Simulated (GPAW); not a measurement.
# Ta2N(OH)2 MXene monolayer: work function by functional and basis, part 2 of 2

Aim: the work function of both faces of Ta2N(OH)2 MXene monolayer, and its spread over functionals and bases.

GPAW 26.7.0; GPAW, PAW setups; layer in a repeated cell with vacuum, relaxation of atoms and in-plane cell (the session's first sound run).

So far, upper work function (eV): step 3 (the slab's potential, PBE, GPAW) 2.86; step 4 (revPBE) 2.74.

## 5. Self-consistent run: xc = "vdW-DF2"

The same geometry under vdW-DF2, to see how far the functional moves the levels against the vacuum (the van der Waals functionals take revPBE setups).

Contents of run.py:

```python
import json
import numpy as np
from ase import Atoms
from gpaw import GPAW, PW

slab = Atoms(
    ['H', 'O', 'Ta', 'N', 'Ta', 'O', 'H'],
    positions=[
        [0.00000, 1.85495, 8.00000],
        [-0.00000, 1.85495, 8.98729],
        [1.60643, 0.92747, 10.29964],
        [0.00000, 0.00000, 11.36012],
        [-0.00000, 1.85495, 12.42061],
        [1.60643, 0.92747, 13.73297],
        [1.60643, 0.92747, 14.72026]],
    cell=[[3.21286, 0.0, 0.0], [-1.60643, 2.78242, 0.0], [0.0, 0.0, 22.7203]],
    pbc=[True, True, False])

slab.calc = GPAW(mode=PW(500), xc='vdW-DF2', kpts={'size': (12, 12, 1), 'gamma': True},
                 occupations={'name': 'fermi-dirac', 'width': 0.05}, nbands='160%',
                 convergence={'density': 1e-05}, maxiter=200,
                 poissonsolver={'dipolelayer': 'xy'},
                 symmetry={'tolerance': 1e-3}, txt='slab.txt')
result = {}
energy = slab.get_potential_energy()
fermi = slab.calc.get_fermi_level()
v = slab.calc.get_electrostatic_potential().mean((0, 1)) - fermi
n = slab.calc.get_pseudo_density().mean((0, 1))
L = slab.cell[2, 2]
z = np.arange(len(v)) * L / len(v)
low, high = slab.positions[:, 2].min(), slab.positions[:, 2].max()
below, above = np.interp([low - 5.8, high + 5.8], z, v)
slopes = [np.interp(x, z, np.gradient(v, z)) for x in (low - 5.8, high + 5.8)]
eps = np.array([[slab.calc.get_eigenvalues(k, s) for k in range(len(slab.calc.get_ibz_k_points()))]
                for s in range(slab.calc.get_number_of_spins())]) - fermi
top, bottom = eps[eps < 0].max(), eps[eps > 0].min()
dipole = slab.get_dipole_moment()[2]
print(f'energy {energy:.4f} eV, Fermi level {fermi:.4f} eV, dipole {dipole:.5f} e A')
print(f'potential 5.8 A off the faces, from the Fermi level: lower {below:.4f} eV, upper {above:.4f} eV')
print(f'slope of the potential there: lower {slopes[0]:.5f}, upper {slopes[1]:.5f} eV/A')
print(f'nearest levels on the mesh: {top:.4f} and {bottom:.4f} eV')
print('magnetic moment', round(slab.get_magnetic_moment(), 3))
result.update(energy=energy, fermi=fermi, dipole=dipole, below=below, above=above, slopes=slopes, edges=[top, bottom],
              z=z.tolist(), v=v.tolist(), n=n.tolist(), positions=slab.positions.tolist(),
              forces=slab.get_forces(apply_constraint=False).tolist(), moments=slab.get_magnetic_moments().tolist())
json.dump(result, open('result.json', 'w'))
```

Run with:

```console
> OMP_NUM_THREADS=1 OPENBLAS_NUM_THREADS=1 python run.py
```

Wall time 2.3 min (1 thread of Arm Neoverse V1, shared host); peak memory 0.48 GiB.

Numbers from this step:

* levels nearest the Fermi level on the mesh: -0.04401, 0.07245 eV from the Fermi level
* upper work function: 3.379 eV
* lower work function: 3.363 eV

The upper face's work function is 3.379 eV, against 2.856 eV in the first plane-wave PBE run at this geometry.

## 6. Self-consistent run: xc = "LDA"

The same geometry under LDA, to see how far the functional moves the levels against the vacuum.

run.py, as its differences from that of step 5:

```diff
@@ -18,3 +18,3 @@
 
-slab.calc = GPAW(mode=PW(500), xc='vdW-DF2', kpts={'size': (12, 12, 1), 'gamma': True},
+slab.calc = GPAW(mode=PW(500), xc='LDA', kpts={'size': (12, 12, 1), 'gamma': True},
                  occupations={'name': 'fermi-dirac', 'width': 0.05}, nbands='160%',
```

Run time: 1.8 min. Hardware: 1 thread; peak memory 0.28 GiB.

Numbers from this step:

- levels nearest the Fermi level on the mesh: -0.04738, 0.09017 eV from the Fermi level
- upper work function: 3.041 eV
- lower work function: 3.025 eV

Electrostatic potential energy of an electron (without an applied field's), less the Fermi level, planar mean against z:

z (Å), electrostatic potential energy of an electron (without an applied field's), less the Fermi level, planar mean (eV) and a bar from the least value:
```
      0.0        3.0 ##############################
      0.5        3.0 ##############################
      1.0        3.0 ##############################
      1.5        3.0 ##############################
      2.0        3.0 ##############################
      2.5        3.0 ##############################
      3.0        3.0 ##############################
      3.5        3.0 ##############################
      4.0        3.0 ##############################
      4.5        3.0 ##############################
      5.0        3.0 ##############################
      5.5        2.9 ##############################
      6.0        2.8 ##############################
      6.5        2.5 #############################
      7.0        2.0 #############################
      7.5        0.9 ############################
      8.0       -1.1 #########################
      8.5       -1.4 #########################
      9.0      -10.7 ##############
      9.5       -7.8 ##################
     10.0      -19.2 #####
     10.5      -21.8 ##
     11.0      -13.0 ############
     11.5      -15.1 #########
     12.0      -16.8 ########
     12.5      -23.4 
     13.0      -11.6 #############
     13.5       -8.6 #################
     14.0       -5.3 #####################
     14.5       -0.5 ##########################
     15.0        0.0 ###########################
     15.5        1.6 ############################
     16.0        2.3 #############################
     16.5        2.7 ##############################
     17.0        2.9 ##############################
     17.5        3.0 ##############################
     18.0        3.0 ##############################
     18.5        3.0 ##############################
     19.0        3.0 ##############################
     19.5        3.0 ##############################
     20.0        3.0 ##############################
     20.5        3.0 ##############################
     21.0        3.0 ##############################
     21.5        3.0 ##############################
     22.0        3.0 ##############################
     22.5        3.0 ##############################
```

The upper face's work function is 3.041 eV, against 2.856 eV in the first plane-wave PBE run at this geometry.

## 7. Self-consistent run: xc = "RPBE"

The same geometry under RPBE, to see how far the functional moves the levels against the vacuum.

run.py, as its differences from that of step 6:

```diff
@@ -18,3 +18,3 @@
 
-slab.calc = GPAW(mode=PW(500), xc='LDA', kpts={'size': (12, 12, 1), 'gamma': True},
+slab.calc = GPAW(mode=PW(500), xc='RPBE', kpts={'size': (12, 12, 1), 'gamma': True},
                  occupations={'name': 'fermi-dirac', 'width': 0.05}, nbands='160%',
```

Wall time 1.9 min (1 thread); peak memory 0.28 GiB.

Numbers from this step:

```
levels nearest the Fermi level on the mesh : -0.03206, 0.06028 eV from the Fermi level
upper work function                        : 2.728 eV
lower work function                        : 2.713 eV
```

The electrostatic potential energy of an electron (without an applied field's), less the Fermi level, planar mean oscillates, so the rows of the table below give means over windows of 1.61 Å about each position, cut where the curve ends. Its maxima inside the range that stand out by 2 % of the span (Å: eV): 8.3: -0.952, 9.4: -7.86, 11.0: -13.4, 11.7: -13.4, 13.3: -7.85, 14.4: -0.938. Its minima: 8.0: -1.65, 9.0: -11.3, 10.3: -24.4, 11.4: -17.0, 12.4: -24.4, 13.7: -11.3, 14.7: -1.64.

Table of electrostatic potential energy of an electron (without an applied field's), less the Fermi level, planar mean by z; means over each step:

```
z (Å)  electrostatic potential energy of an electron (without an applied field's), less the Fermi level, planar mean (eV)
 0.81                                                                                                                2.71
 2.42                                                                                                                2.71
 4.02                                                                                                                2.69
 5.63                                                                                                                2.49
 7.24                                                                                                               0.713
 8.85                                                                                                               -6.24
10.46                                                                                                               -18.1
12.07                                                                                                               -18.5
13.68                                                                                                               -7.54
15.29                                                                                                               0.347
16.90                                                                                                                2.44
18.51                                                                                                                2.70
20.12                                                                                                                2.73
21.73                                                                                                                2.73
```

The upper face's work function is 2.728 eV, against 2.856 eV in the first plane-wave PBE run at this geometry.

## 8. OptPBE vdW: xc = "optPBE-vdW"

The same geometry under optPBE-vdW, to see how far the functional moves the levels against the vacuum (the van der Waals functionals take revPBE setups).

run.py, as its differences from that of step 7:

```diff
@@ -18,3 +18,3 @@
 
-slab.calc = GPAW(mode=PW(500), xc='RPBE', kpts={'size': (12, 12, 1), 'gamma': True},
+slab.calc = GPAW(mode=PW(500), xc='optPBE-vdW', kpts={'size': (12, 12, 1), 'gamma': True},
                  occupations={'name': 'fermi-dirac', 'width': 0.05}, nbands='160%',
```

The job ended after 2.1 min (1 thread; peak memory 0.48 GiB).

This step gave:

| Item | Value |
| --- | --- |
| dipole along the normal | -7.98e-4 e·Å |
| levels nearest the Fermi level on the mesh | -0.03050, 0.06279 eV from the Fermi level |
| upper work function | 3.067 eV |
| lower work function | 3.052 eV |

The upper face's work function is 3.067 eV, against 2.856 eV in the first plane-wave PBE run at this geometry.

## 9. Real-space grid: mode = "fd"

A real-space grid is a second complete basis, so it checks the plane-wave result.

run.py, as its differences from that of step 8:

```diff
@@ -3,3 +3,3 @@
 from ase import Atoms
-from gpaw import GPAW, PW
+from gpaw import GPAW
 
@@ -18,3 +18,3 @@
 
-slab.calc = GPAW(mode=PW(500), xc='optPBE-vdW', kpts={'size': (12, 12, 1), 'gamma': True},
+slab.calc = GPAW(mode='fd', h=0.18, xc='PBE', kpts={'size': (12, 12, 1), 'gamma': True},
                  occupations={'name': 'fermi-dirac', 'width': 0.05}, nbands='160%',
```

Run time: 3.9 min. Hardware: 1 thread; peak memory 0.71 GiB.

This step gave:

```yaml
dipole_along_the_normal: -7.74e-4 e·Å
levels_nearest_the_fermi_level_on_the_mesh: -0.03946, 0.07147 eV from the Fermi level
upper_work_function: 2.837 eV
lower_work_function: 2.821 eV
```

The electrostatic potential energy of an electron (without an applied field's), less the Fermi level, planar mean oscillates, so the rows of the table below give means over windows of 1.6 Å about each position, cut where the curve ends. Its maxima inside the range that stand out by 2 % of the span (Å: eV): 8.3: -0.775, 9.4: -7.67, 11.0: -13.2, 11.7: -13.2, 13.3: -7.66, 14.4: -0.760. Its minima: 8.0: -1.51, 9.1: -11.0, 10.3: -24.3, 11.4: -16.8, 12.4: -24.3, 13.7: -11.0, 14.7: -1.49.

Electrostatic potential energy of an electron (without an applied field's), less the Fermi level, planar mean against z; means over each step:

z (Å), electrostatic potential energy of an electron (without an applied field's), less the Fermi level, planar mean (eV) and a bar from the least value:
```
     0.80        2.8 ##############################
     2.40        2.8 ##############################
     4.00        2.8 ##############################
     5.60        2.6 ##############################
     7.20        1.0 ###########################
     8.80       -5.8 ##################
    10.40      -17.8 #
    12.00      -18.3 
    13.60       -8.2 ##############
    15.20        0.4 ##########################
    16.80        2.5 ##############################
    18.40        2.8 ##############################
    20.00        2.8 ##############################
    21.60        2.8 ##############################
```

The upper face's work function is 2.837 eV, against 2.856 eV in the first plane-wave PBE run at this geometry.

## 10. Atomic orbitals: mode = "lcao"

Atom-centred orbitals end a few angstrom from the surface, which tests how much the density's tail matters.

run.py, as its differences from that of step 9:

```diff
@@ -18,4 +18,4 @@
 
-slab.calc = GPAW(mode='fd', h=0.18, xc='PBE', kpts={'size': (12, 12, 1), 'gamma': True},
-                 occupations={'name': 'fermi-dirac', 'width': 0.05}, nbands='160%',
+slab.calc = GPAW(mode='lcao', basis='dzp', h=0.18, xc='PBE', kpts={'size': (12, 12, 1), 'gamma': True},
+                 occupations={'name': 'fermi-dirac', 'width': 0.05}, nbands='120%',
                  convergence={'density': 1e-05}, maxiter=200,
```

Run time: 4.4 min. Hardware: 1 thread; peak memory 0.33 GiB.

This step gave:

| Item | Value |
| --- | --- |
| dipole along the normal | -7.75e-4 e·Å |
| levels nearest the Fermi level on the mesh | -0.002543, 0.05355 eV from the Fermi level |
| upper work function | 1.834 eV |
| lower work function | 1.818 eV |

The upper face's work function is 1.834 eV, against 2.856 eV in the first plane-wave PBE run at this geometry.

## 11. Cost and result by level

Times are for 1 thread of Arm Neoverse V1, shared host. The runs compared:

```
no.         run  upper work function (eV)  lower work function (eV)     time  memory (GiB)
  1          pw                     2.856                     2.841  1.8 min          0.28
  2      revPBE                     2.736                     2.720  1.8 min          0.28
  3     vdW DF2                     3.379                     3.363  2.3 min          0.48
  4         LDA                     3.041                     3.025  1.8 min          0.28
  5        RPBE                     2.728                     2.713  1.9 min          0.28
  6  optPBE vdW                     3.067                     3.052  2.1 min          0.48
  7          fd                     2.837                     2.821  3.9 min          0.71
  8        lcao                     1.834                     1.818  4.4 min          0.33
```

## 12. Side by side

Results and costs are gathered.

This step: comparison of work functions, dipole and cost (GPAW 26.7.0).

Ladder, by row:

```
      step  code  work function, upper (eV)  work function, lower (eV)  dipole (e Å)  wall time (s)  peak memory (GiB)  threads
        pw  GPAW                      2.856                      2.841      -7.99e-4          110.1               0.28        1
    revPBE  GPAW                      2.736                       2.72      -7.99e-4          110.8               0.28        1
   vdW-DF2  GPAW                      3.379                      3.363      -7.99e-4          138.9               0.48        1
       LDA  GPAW                      3.041                      3.025      -7.99e-4            109               0.28        1
      RPBE  GPAW                      2.728                      2.713      -7.99e-4          112.4               0.28        1
optPBE-vdW  GPAW                      3.067                      3.052      -7.98e-4          128.2               0.48        1
        fd  GPAW                      2.837                      2.821      -7.74e-4          236.5               0.71        1
      lcao  GPAW                      1.834                      1.818      -7.75e-4          261.6               0.33        1
```

## 13. Summary of results

| Quantity | Value |
| --- | --- |
| work function, upper and lower face | 2.856 and 2.841 eV |
| dipole along the normal | -8.0e-4 e Å |

**Reading.** With plane waves and PBE the work function is 2.86 eV on the upper face and 2.84 eV on the lower. Over the sound runs of the table the upper face's work function spans 1.834 (lcao) to 3.379 eV (vdW-DF2). Atomic orbitals miss the plane-wave value by -1.0 eV, since they describe the tail of the density in the vacuum poorly. The small printed dipole stands for a step of 16 meV from the lower to the upper face, and the probes find 16 meV; values this small are near the numerical noise of both. The cell holds an odd number of electrons, so without spin polarisation it must come out metallic and without a moment, whatever its true state. The layer's cell and atoms come from the relaxation; spin-orbit coupling and temperature are left out.

[Logs are printed without paths, hosts, clocks, repeated set-up lines and the standing remarks that a program may print on its own settings, such as how far it seeks lower states.]

[Hosts, paths, dates, database ids (printed as entryN), source tags and the programs' standing remarks are cut or masked in the printed files.]
